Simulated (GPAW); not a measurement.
## SrTiO3 (Tausonite): G0W0 with GPAW, start to end

How does a plane-wave GW calculation on SrTiO3 (Tausonite) run from the first input to the gap?

Main program and level: GPAW 26.7.0; PBE and many-body steps on it, plane waves.

**Experimental background.**

- Gap 3.77 eV: direct gap (M0 critical point); spectroscopic ellipsometry, second-derivative fit; 300 K; bulk crystal (commercial single crystal) (“Optical probe of ferroelectric order in bulk and thin film perovskite titanates”, 2013, arxiv:1309.1245).

Most raw output is cut from this account.

## (1) The starting structure

The structure is cubic, space group Pm-3m (No. 221). Conventional cell: a = 3.905 Å, b = 3.905 Å, c = 3.905 Å, α = 90.00°, β = 90.00°, γ = 90.00°. Nearest to Sr lie 12 O at 2.76 Å. Nearest to Ti lie 6 O at 1.95 Å. Nearest to O lie 2 Ti at 1.95 Å and 4 Sr at 2.76 Å. Farther neighbours and most contacts between anions are not listed.

The cell and positions come from the Crystallography Open Database and are kept as given unless a step says otherwise.

## (2) Ground state

This step: GPAW 26.7.0; DFT, PBE, plane waves, PAW.

The ground-state density comes first.

run.py

```python
import json
import numpy as np
from gpaw.mpi import world
from ase import Atoms
from gpaw import GPAW, PW, FermiDirac

atoms = Atoms(['Sr', 'Ti', 'O', 'O', 'O'],
    cell=[[3.9052800000, 0.0000000000, 0.0000000000],
      [0.0000000000, 3.9052800000, 0.0000000000],
      [0.0000000000, 0.0000000000, 3.9052800000]],
    scaled_positions=[[0.5000000000, 0.5000000000, 0.5000000000],
      [0.0000000000, 0.0000000000, 0.0000000000],
      [0.5000000000, 0.0000000000, 0.0000000000],
      [0.0000000000, 0.5000000000, 0.0000000000],
      [0.0000000000, 0.0000000000, 0.5000000000]],
    pbc=(True, True, True))
calc = GPAW(mode=PW(600),
    xc='PBE',
    kpts={'size': (6, 6, 6), 'gamma': True},
    occupations=FermiDirac(0.001),
    nbands=-8,
    convergence={'density': 1e-6, 'bands': -3},
    maxiter=100,
    txt='gs.txt')
atoms.calc = calc
res = {'energy': atoms.get_potential_energy()}
kpts = calc.get_ibz_k_points()
res['kpts'] = kpts
res['eigenvalues'] = [calc.get_eigenvalues(kpt=k) for k in range(len(kpts))]
res['n_electrons'] = calc.get_number_of_electrons()
calc.write('gs.gpw')

if world.rank == 0:
    with open('result.json', 'w') as f:
        json.dump(res, f, default=lambda x: x.tolist())
```

The run is started by

```console
> mpirun -n 4 gpaw python run.py
```

Run time: 19 s. Hardware: 4 MPI ranks of Arm Neoverse N1, shared host; peak memory 0.74 GiB; 73 s of CPU time.

This step gave:

- total energy: -39.34 eV
- gap: 1.901 eV
- k of the valence top: 0.5, 0.5, 0.5
- k of the conduction bottom: 0, 0, 0
- least direct gap: 2.250 eV

The gap is indirect, with the least direct gap 0.35 eV higher.

## (3) Bands along the symmetry lines

Levels along a band path, at the cheap level, show where the edges lie and whether the meshes to come will hold them.

run.py

```python
import json
import numpy as np
from gpaw.mpi import world
from gpaw import GPAW

path = [[0.000000, 0.000000, 0.000000],
    [0.000000, 0.062500, 0.000000],
    [0.000000, 0.125000, 0.000000],
    [0.000000, 0.187500, 0.000000],
    [0.000000, 0.250000, 0.000000],
    [0.000000, 0.312500, 0.000000],
    [0.000000, 0.375000, 0.000000],
    [0.000000, 0.437500, 0.000000],
    [0.000000, 0.500000, 0.000000],
    [0.062500, 0.500000, 0.000000],
    [0.125000, 0.500000, 0.000000],
    [0.187500, 0.500000, 0.000000],
    [0.250000, 0.500000, 0.000000],
    [0.312500, 0.500000, 0.000000],
    [0.375000, 0.500000, 0.000000],
    [0.437500, 0.500000, 0.000000],
    [0.500000, 0.500000, 0.000000],
    [0.437500, 0.437500, 0.000000],
    [0.375000, 0.375000, 0.000000],
    [0.312500, 0.312500, 0.000000],
    [0.250000, 0.250000, 0.000000],
    [0.187500, 0.187500, 0.000000],
    [0.125000, 0.125000, 0.000000],
    [0.062500, 0.062500, 0.000000],
    [0.000000, 0.000000, 0.000000],
    [0.062500, 0.062500, 0.062500],
    [0.125000, 0.125000, 0.125000],
    [0.187500, 0.187500, 0.187500],
    [0.250000, 0.250000, 0.250000],
    [0.312500, 0.312500, 0.312500],
    [0.375000, 0.375000, 0.375000],
    [0.437500, 0.437500, 0.437500],
    [0.500000, 0.500000, 0.500000],
    [0.437500, 0.500000, 0.437500],
    [0.375000, 0.500000, 0.375000],
    [0.312500, 0.500000, 0.312500],
    [0.250000, 0.500000, 0.250000],
    [0.187500, 0.500000, 0.187500],
    [0.125000, 0.500000, 0.125000],
    [0.062500, 0.500000, 0.062500],
    [0.000000, 0.500000, 0.000000],
    [0.500000, 0.500000, 0.500000],
    [0.500000, 0.500000, 0.437500],
    [0.500000, 0.500000, 0.375000],
    [0.500000, 0.500000, 0.312500],
    [0.500000, 0.500000, 0.250000],
    [0.500000, 0.500000, 0.187500],
    [0.500000, 0.500000, 0.125000],
    [0.500000, 0.500000, 0.062500],
    [0.500000, 0.500000, 0.000000]]
calc = GPAW('gs.gpw').fixed_density(kpts=path,
    symmetry='off',
    nbands=30,
    convergence={'bands': 26},
    txt='bands.txt')
res = {}
kpts = calc.get_ibz_k_points()
res['kpts'] = kpts
res['eigenvalues'] = [calc.get_eigenvalues(kpt=k) for k in range(len(kpts))]
res['n_electrons'] = calc.get_number_of_electrons()

if world.rank == 0:
    with open('result.json', 'w') as f:
        json.dump(res, f, default=lambda x: x.tolist())
```

The run is started by

```console
> mpirun -n 4 gpaw python run.py
```

Elapsed: 23 s, on 4 MPI ranks; peak memory 0.82 GiB.

Numbers from this step:

* gap: 1.901 eV
* k of the valence top: 0.5, 0.5, 0.5
* k of the conduction bottom: 0, 0, 0
* least direct gap: 2.250 eV

The gap is 1.901 eV, as in the run before at this level.

Electronic bands along the path, in eV, zero at the top of the highest filled band:

```csv
point,band 17,band 18,band 19,band 20,band 21,band 22,band 23,band 24
Γ,-1.17,-0.35,-0.35,-0.35,1.90,1.90,1.90,4.36
halfway,-1.66,-1.60,-0.59,-0.59,1.98,2.96,2.96,4.37
X,-2.34,-1.96,-0.72,-0.72,2.06,3.82,3.82,4.37
halfway,-1.87,-1.46,-1.31,-0.64,3.02,3.83,3.95,5.11
M,-1.71,-1.56,-1.56,-0.08,3.83,3.83,4.29,5.34
halfway,-1.69,-1.36,-1.05,-0.73,2.91,3.06,3.33,4.99
Γ,-1.17,-0.35,-0.35,-0.35,1.90,1.90,1.90,4.36
halfway,-2.78,-0.92,-0.92,-0.62,3.39,3.44,3.44,6.52
R,-3.72,0.00,0.00,0.00,4.51,4.51,4.51,6.99
halfway,-2.71,-0.94,-0.80,-0.52,3.52,4.02,4.04,6.48
X,-2.34,-1.96,-0.72,-0.72,2.06,3.82,3.82,4.37
jump to R,-3.72,0.00,0.00,0.00,4.51,4.51,4.51,6.99
halfway,-3.14,-0.66,-0.66,-0.04,4.11,4.11,4.40,6.81
M,-1.71,-1.56,-1.56,-0.08,3.83,3.83,4.29,5.34
```

## (4) Empty states on the mesh, 4×4×4 mesh, 323 bands

The sums over transitions need many empty states on a uniform mesh; this step solves for them.

run.py

```python
import json
import numpy as np
from gpaw.mpi import world
from gpaw import GPAW

calc = GPAW('gs.gpw').fixed_density(kpts={'size': (4, 4, 4), 'gamma': True},
    parallel={'domain': 1, 'band': 1},
    txt='nscf.txt')
calc.diagonalize_full_hamiltonian(nbands=323)
calc.write('full.gpw', mode='all')
res = {}
kpts = calc.get_ibz_k_points()
res['kpts'] = kpts
res['eigenvalues'] = [calc.get_eigenvalues(kpt=k) for k in range(len(kpts))]
res['n_electrons'] = calc.get_number_of_electrons()

if world.rank == 0:
    with open('result.json', 'w') as f:
        json.dump(res, f, default=lambda x: x.tolist())
```

The run is started by

```console
> mpirun -n 4 gpaw python run.py
```

The job ended after 59 s (4 MPI ranks; peak memory 2 GiB; 3.9 min of CPU time).

Numbers from this step:

```
gap                                                           : 1.901 eV
k of the valence top                                          : 0.5, 0.5, 0.5
k of the conduction bottom                                    : 0, 0, 0
least direct gap                                              : 2.250 eV
k points computed                                             : 10
lowest point of the top converged band, above the valence top : 158.5274 eV
```

On this mesh the gap is 1.901 eV.

## (5) Screening and self-energy, 4×4×4 mesh, 313 bands, screening to 175 eV

G0W0 replaces the xc potential by the self-energy, built once from these orbitals. Only a window of levels is corrected, while the sums run over the empty bands that the input names.

This step: G0W0 on PBE, plane waves, PAW.

run.py

```python
import json
import numpy as np
from gpaw.mpi import world
from gpaw.response.g0w0 import G0W0

gw = G0W0('full.gpw',
    filename='gw',
    kpts=[0, 9],
    bands=(18, 22),
    ecut=175,
    nbands=313,
    integrate_gamma='WS',
    ppa=True)
gw.calculate()
res = {mode: {k: v for k, v in r.items() if k != 'sigma_eskwn'}
       for mode, r in gw.all_results.items()}

if world.rank == 0:
    with open('result.json', 'w') as f:
        json.dump(res, f, default=lambda x: x.tolist())
```

The run is started by

```console
> mpirun -n 4 gpaw python run.py
```

The job ended after 5.9 min (4 MPI ranks; peak memory 1.9 GiB).

This step gave:

```yaml
g0w0_gap_on_the_points_computed: 3.847 eV
least_direct_g0w0_gap_on_the_computed_points: 4.185 eV
z_at_the_valence_top: 0.7580
z_at_the_conduction_bottom: 0.7719
starting_gap_on_the_mesh: 1.901 eV
k_of_the_valence_top: 0.5, 0.5, 0.5
k_of_the_conduction_bottom: 0, 0, 0
```

The gap on the mesh goes from 1.90 eV to 3.85 eV, a correction of +1.95 eV.

Limits: finite bands, cutoff and mesh; no spin-orbit coupling; coarse k mesh. v1 is the top filled band, c1 the lowest empty one. Levels before and after the correction, in eV, zero at the valence-band top of each column:

```csv
,conduction bottom,valence top
Kohn-Sham,1.90,0.00
G0W0,3.85,0.00
```

```csv
,level,energy (eV)
Kohn-Sham,Γ v2-v1,-0.349
Kohn-Sham,Γ c1-c2,1.901
Kohn-Sham,(0.5 0.5 0.5) v2-v1,0.000
Kohn-Sham,(0.5 0.5 0.5) c1-c2,4.506
G0W0,Γ v2-v1,-0.338
G0W0,Γ c1-c2,3.847
G0W0,(0.5 0.5 0.5) v2-v1,0.000
G0W0,(0.5 0.5 0.5) c1-c2,6.648
```

## (6) Where the time went

Times are wall times on 4 MPI ranks of Arm Neoverse N1, shared host, good to a factor of about two.

```csv
step,time,share,memory (GiB)
ground state,19 s,4 %,0.74
bands along the symmetry lines,23 s,5 %,0.82
empty states on the mesh,59 s,13 %,2
screening and self-energy,5.9 min,78 %,1.9
```

## (7) What came out

| Quantity | Value |
| --- | --- |
| PBE gap | 1.90 eV, indirect |
| G0W0 gap on the mesh | 3.85 eV |
| GW settings | 4×4×4 mesh, 313 bands, screening to 175 eV, Godby-Needs plasmon pole |
| known limits | not at the basis limit; no spin-orbit coupling; coarse k mesh |

In words: G0W0 moves the gap on the mesh from 1.90 eV to 3.85 eV (+1.95 eV), with Z of 0.76 and 0.77 at the edges. Only 2 of the mesh's irreducible points were corrected, so a valley elsewhere could overtake. The dearest step here is «screening and self-energy». Against experiment, by G0W0@PBE: the direct gap of 4.19 eV lies +0.42 eV from the measured 3.77 eV (direct, 300 K, 2013). An exciton line or allowed optical edge lies below the quasiparticle gap by the binding energy; a forbidden edge can push the onset above it. The calculation has static nuclei and no excitons; a measured gap holds zero-point and thermal motion, which mostly lowers it. Bands and cutoff are finite, so the gap is not at the basis limit. The miss can reach some tenths of an eV and take either sign; the mesh is an error of its own. These stock PAW sets were not made for GW. In the G0W0 run levels were corrected at 2 k points alone, so a gap called «on the mesh» is the least over those, and an edge elsewhere would be missed. The 4×4×4 mesh is coarse for this cell, which bears on the long-range parts of exchange and screening. This is the ideal cubic cell; many perovskites, halides above all, are cubic only on average, and local tilts or off-centring can widen the gap. The many-body steps are scalar-relativistic: spin-orbit coupling is not in them.

[Paths, hosts, dates, memory and timing lines, banners, echoed tables and standing remarks are left out of the program output.]

[Logs are printed without paths, hosts, clocks, repeated set-up lines and the standing remarks that a program may print on its own settings, such as how far it seeks lower states.]

[Runs of the session that timed out or met a known fault of the program may be left out.]

[Hosts, paths, dates, database ids (printed as entryN), source tags and the programs' standing remarks are cut or masked in the printed files.]
